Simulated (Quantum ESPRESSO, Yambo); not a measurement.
# Quasiparticle gap of SiH2C (chair-type functionalised monolayer) in Yambo, part 2 of 3

How does a plane-wave GW calculation on SiH2C (chair-type functionalised monolayer) run from the first input to the gap?

Quantum ESPRESSO 7.5 and Yambo 5.3.0; PBE and many-body steps on it, plane waves. Known limits of the many-body steps: not at the basis limit.

So far. Step 2 (Ground state): The gap is direct, at Γ. Step 3 (Bands along the symmetry lines): The gap is 4.049 eV, as in the run before at this level.

### 4. Empty states on the mesh, 9×9×1 mesh, 91 bands

Level of this step: DFT, PBE, plane waves, norm-conserving pseudopotentials (Quantum ESPRESSO).

The sums over transitions need many empty states on a uniform mesh; this step solves for them.

pw.in reads:

```
&control
  calculation = 'nscf'
  prefix = 'x'
  outdir = 'o'
  pseudo_dir = 'pseudo'
/
&system
  ibrav = 0
  nat = 4
  ntyp = 3
  ecutwfc = 74.0
  nbnd = 91
  force_symmorphic = .true.
/
&electrons
  conv_thr = 1e-9
  electron_maxstep = 80
  diago_full_acc = .true.
  diago_thr_init = 5e-6
/
ATOMIC_SPECIES
  C 12.011 C.upf
  Si 28.085 Si.upf
  H 1.008 H.upf
CELL_PARAMETERS angstrom
  3.1234888947 -0.0000000002 0.0000000000
  -1.5617444472 2.7050207313 0.0000000000
  0.0000000000 0.0000000000 15.0000000000
ATOMIC_POSITIONS crystal
  C 0.3333333333 0.6666666667 0.5315526084
  Si 0.6666666667 0.3333333333 0.4933261667
  H 0.3333333333 0.6666666667 0.6052548425
  H 0.6666666667 0.3333333333 0.3934997156
K_POINTS automatic
  9 9 1 0 0 0
```

The run is started by

```sh
$ OMP_NUM_THREADS=1 mpirun -n 4 pw.x -nk 4 -in pw.in > pw.out
```

The log of the run:

```text
[banner, memory and clock lines left out]
Program PWSCF v.7.5 starts

     Atomic positions and unit cell read from directory:
     o/x.save/

     Message from routine setup:
     using ibrav=0 with symmetry is DISCOURAGED, use correct ibrav instead

     G-vector sticks info

     bravais-lattice index     =            0
     lattice parameter (alat)  =       5.9025  a.u.
     unit-cell volume          =     855.2605 (a.u.)^3
     number of atoms/cell      =            4
     number of atomic types    =            3
     number of electrons       =        10.00
     number of Kohn-Sham states=           91
     kinetic-energy cutoff     =      74.0000  Ry
     charge density cutoff     =     296.0000  Ry
     Exchange-correlation= PBE
                           (   1   4   3   4   0   0   0)

     celldm(1)=   5.902539  celldm(2)=   0.000000  celldm(3)=   0.000000
     celldm(4)=   0.000000  celldm(5)=   0.000000  celldm(6)=   0.000000

     crystal axes: (cart. coord. in units of alat)
               a(1) = (   1.000000  -0.000000   0.000000 )
               a(2) = (  -0.500000   0.866025   0.000000 )
               a(3) = (   0.000000   0.000000   4.802322 )

     reciprocal axes: (cart. coord. in units 2 pi/alat)
               b(1) = (  1.000000  0.577350 -0.000000 )
               b(2) = (  0.000000  1.154701 -0.000000 )
               b(3) = ( -0.000000 -0.000000  0.208233 )
     Pseudo is Norm-conserving + core correction, Zval =  4.0
     Generated using ONCVPSP code by D. R. Hamann
     Using radial grid of 1248 points,  4 beta functions with:
     Pseudo is Norm-conserving + core correction, Zval =  4.0
     Generated using ONCVPSP code by D. R. Hamann
     Using radial grid of 1510 points,  6 beta functions with:
     Pseudo is Norm-conserving, Zval =  1.0
     Generated using ONCVPSP code by D. R. Hamann
     Using radial grid of 1166 points,  3 beta functions with:
     C                 4.00    12.01100     C ( 1.00)
     Si                4.00    28.08500     Si( 1.00)
     H                 1.00     1.00800     H ( 1.00)

      6 Sym. Ops. (no inversion) found

   Cartesian axes

     site n.     atom                  positions (alat units)
         1        C      tau(   1) = (  -0.0000000   0.5773503   2.5526869  )
         2        Si     tau(   2) = (   0.5000000   0.2886751   2.3691112  )
         3        H      tau(   3) = (  -0.0000000   0.5773503   2.9066288  )
         4        H      tau(   4) = (   0.5000000   0.2886751   1.8897124  )

     number of k points=    12
                       cart. coord. in units 2pi/alat
        k(    1) = (   0.0000000   0.0000000   0.0000000), wk =   0.0246914
        k(    2) = (   0.0000000   0.1283001   0.0000000), wk =   0.1481481
        k(    3) = (   0.0000000   0.2566001   0.0000000), wk =   0.1481481
[...]
k(   11) = (   0.2222222   0.5132002   0.0000000), wk =   0.2962963
        k(   12) = (   0.3333333   0.5773503   0.0000000), wk =   0.0493827

     Dense  grid:    73325 G-vectors     FFT dimensions: (  36,  36, 160)

     The potential is recalculated from file :
     o/x.save/charge-density

     Starting wfcs are   10 randomized atomic wfcs +   81 random wfcs

     Band Structure Calculation

     End of band structure calculation

          k = 0.0000 0.0000 0.0000 (  9065 PWs)   bands (ev):

   -16.1286  -9.7596  -5.1103  -2.7570  -2.7570   1.2923   2.4614   2.9669
     3.6015   4.4914   5.2768   5.2768   6.7910   7.6750   9.6026  11.1424
    11.6909  11.6909  13.2412  14.3248  15.3414  15.3414  15.6261  17.6978
[...]
41.0601  41.2150  41.2150

          k = 0.0000 0.1283 0.0000 (  9134 PWs)   bands (ev):

[...]
40.4162  40.6217  40.8440

          k = 0.0000 0.2566 0.0000 (  9170 PWs)   bands (ev):

[...]
34.7645  34.8822  35.3834  35.7090  35.9983  36.6029  36.7643  37.8429
    38.4067  38.4440  38.9348  39.0904  39.4574  40.0399  40.9044  41.0441
    41.3822  41.4007  41.6976

          k = 0.0000 0.3849 0.0000 (  9206 PWs)   bands (ev):

     [... further k-points ...]

     highest occupied, lowest unoccupied level (ev):    -2.7570    1.2923

     XML data file, pseudopotentials, collected wavefunctions
```

The job ended after 20 s (4 MPI ranks of Arm Neoverse V1, shared host; peak memory 0.56 GiB; 80 s of CPU time).

This step gave:

* gap: 4.049 eV
* k of the valence top: 0, 0, 0
* k of the conduction bottom: 0, 0, 0
* least direct gap: 4.049 eV
* k points computed: 12
* lowest point of the top converged band, above the valence top: 43.60 eV

On this mesh the gap is 4.049 eV.

### 5. Conversion and set-up

This step: Yambo 5.3.0; conversion and set-up on PBE, plane waves, norm-conserving pseudopotentials.

The states are converted to the many-body program's format and the q mesh is built.

The run is started by

```sh
$ (cd o/x.save; p2y > p2y.log; mv SAVE ../..); yambo > setup.log
```

The log of the run:

```text
 Yambo, version 5.3.0

 [02] CORE Variables Setup
 =========================

  [02.01] Unit cells
  ==================

  Cell kind             :  HCP
  Atoms in the cell     :  C  Si  H
  number of C  atoms    :  1
  number of Si atoms    :  1
  number of H  atoms    :  2

  List of atomic masses
  Mass of C     :  12.01100
  Mass of Si    :  28.08500
  Mass of H     :  1.008000

  List of atomic coordinates    : [cc]
  C1       : -0.10615E-09   3.4078       15.067      order 1
  Si1       :   2.95127   1.70392  13.98377  order 2
  H1       : -0.10615E-09   3.4078       17.156      order 3
  H2       :   2.95127   1.70392  11.15410  order 4

  Alat factors          :   5.90254   5.11175  28.34589 [a.u.]
  Direct lattice volume :  855.2605 [a.u.]
  Direct lattice vectors:  A[ 1 ]  A[ 2 ]  A[ 3 ]
   A[ 1 ]:   1.0000     -0.73937E-10   0.0000      [iru]
    5.9025     -0.37795E-09   0.0000      [cc]
   A[ 2 ]: -0.500000  1.000000  0.000000  [iru]
  -2.951269  5.111748  0.000000  [cc]
   A[ 3 ]:  0.000000  0.000000  1.000000  [iru]
    0.00000   0.00000  28.34589  [cc]

  Recip. lattice volume :  0.290029 [a.u.]
  Recip. lattice vectors:  B[ 1 ]  B[ 2 ]  B[ 3 ]
   B[ 1 ]:  1.000000  0.500000  0.000000  [iku]
   1.064489  0.614583 -0.000000  [cc]
   B[ 2 ]:  0.73937E-10   1.0000       0.0000      [iku]
   0.78705E-10   1.2292      -0.0000      [cc]
   B[ 3 ]:  0.000000  0.000000  1.000000  [iku]
  -0.000000 -0.000000  0.221661  [cc]

  [02.02] Symmetries
  ==================

  Inversion symmetry    : yes
  Spatial inversion     : no
  Inversion index       :   7
  K-space Time-reversal : yes
  Magnetic symmetries   : no
  Time-reversal derived K-space symmetries:   7  12
  Group table correct   : yes
  Symmetries units      :  [cc]

   [S  1]:   1.0000      0.75319E-26   0.0000     -0.27774E-16   1.0000       0.0000       0.0000       0.0000       1.0000
   [S  2]: -0.500000  0.866025  0.000000 -0.866025 -0.500000  0.000000  0.000000  0.000000  1.000000
   [S  3]: -0.500000 -0.866025  0.000000  0.866025 -0.500000  0.000000  0.000000  0.000000  1.000000
   [S  4]:  -1.0000      0.12806E-09   0.0000      0.11091E-09   1.0000       0.0000       0.0000       0.0000       1.0000
   [S  5]:  0.500000  0.866025  0.000000  0.866025 -0.500000  0.000000  0.000000  0.000000  1.000000
   [S  6]:  0.500000 -0.866025  0.000000 -0.866025 -0.500000  0.000000  0.000000  0.000000  1.000000
   [S* 7]:  -1.0000     -0.75319E-26  -0.0000      0.27774E-16  -1.0000      -0.0000      -0.0000      -0.0000      -1.0000
   [S* 8]:  0.500000 -0.866025 -0.000000  0.866025  0.500000 -0.000000 -0.000000 -0.000000 -1.000000
   [S* 9]:  0.500000  0.866025 -0.000000 -0.866025  0.500000 -0.000000 -0.000000 -0.000000 -1.000000
   [S*10]:   1.0000     -0.12806E-09  -0.0000     -0.11091E-09  -1.0000      -0.0000      -0.0000      -0.0000      -1.0000
[...]
WF components:   9134
  K [ 3]         [rlu]:  0.86258E-28  0.22222       0.0000
         WF components:   9170
[...]
K [ 8]         [rlu]:  0.111111  0.333333  0.000000
[...]
K [ 9]         [rlu]:  0.111111  0.444444  0.000000
[...]
K [10]         [rlu]:  0.222222  0.222222  0.000000
[...]
K [11]         [rlu]:  0.222222  0.333333  0.000000
         WF components:   9226
  K [12]         [rlu]:  0.333333  0.333333  0.000000
         WF components:   9162

  [02.05] Energies & Occupations
  ==============================

  [X] === General ===
  [X] Electronic Temperature                        :  0.000000  0.000000 [eV K]
  [X] Bosonic    Temperature                        :  0.000000  0.000000 [eV K]
  [X] Finite Temperature mode                       : no
  [X] El. density                                   :  0.78904E+23 [cm-3]
  [X] Fermi Level                                   : -2.756984 [eV]

  [X] === Gaps and Widths ===
  [X] Conduction Band Min                           :  4.049283 [eV]
  [X] Valence Band Max                              :  0.000000 [eV]
  [X] Filled Bands                                  :   5
  [X] Empty Bands                                   :    6   91
  [X] Direct Gap                                    :  4.049283 [eV]
  [X] Direct Gap localized at k                     :  1
  [X] Indirect Gap                                  :  4.049283 [eV]
  [X] Indirect Gap between kpts                     :  1  1
  [X] Last valence band width                       :  2.145330 [eV]
  [X] 1st conduction band width                     :  1.735607 [eV]

  E @ K [ 1]:  [eV]
   -13.3716     -7.00258     -2.35328    -0.413244E-8   0.00000      4.04928      5.21835      5.72390
[...]
occ @ K [ 1]
[...]
E @ K [ 2]:  [eV]
[...]
occ @ K [ 2]
[...]
E @ K [ 3]:  [eV]
[...]
occ @ K [ 3]
[...]
E @ K [ 8]:  [eV]
[...]
occ @ K [ 8]
[...]
E @ K [ 9]:  [eV]
[...]
occ @ K [ 9]
[...]
E @ K [10]:  [eV]
[...]
occ @ K [10]
[...]
E @ K [11]:  [eV]
[...]
occ @ K [11]
[...]
E @ K [12]:  [eV]
[...]
occ @ K [12]
   2.000000  2.000000  2.000000  2.000000  2.000000  0.000000  0.000000  0.000000
   0.000000  0.000000  0.000000  0.000000  0.000000  0.000000  0.000000  0.000000

 [03] Transferred momenta grid and indexing
 ==========================================

 IBZ Q-points                                      :  12
 BZ  Q-points                                      :   81

 K/Q-points units:
 rlu = crystal or reduced units; cc = cartesian coordinates; iku = interal k-units

 Q [ 1]         [rlu]:  0.000000  0.000000  0.000000
 Q [ 2]         [rlu]: -0.35634E-17  0.11111       0.0000
 Q [ 3]         [rlu]: -0.71267E-17  0.22222       0.0000
[...]
Q [ 8]         [rlu]:  0.111111  0.333333  0.000000
 Q [ 9]         [rlu]:  0.111111  0.444444  0.000000
 Q [10]         [rlu]:  0.222222  0.222222  0.000000
 Q [11]         [rlu]:  0.222222  0.333333  0.000000
 Q [12]         [rlu]:  0.333333  0.333333  0.000000

  [03.01] X indexes
  =================

   [03.01.01] Sigma indexes
   ========================

 [06] Game Over & Game summary
```

Elapsed: 3 s, on 1 MPI rank; peak memory 0.25 GiB.

(Part 2 of 3 ends here.)

[Paths, hosts, dates, memory and timing lines, banners, echoed tables and standing remarks are left out of the program output.]

[Logs are printed without paths, hosts, clocks, repeated set-up lines and the standing remarks that a program may print on its own settings, such as how far it seeks lower states.]

[Runs of the session that timed out or met a known fault of the program may be left out.]

[Hosts, paths, dates, database ids (printed as entryN), source tags and the programs' standing remarks are cut or masked in the printed files.]
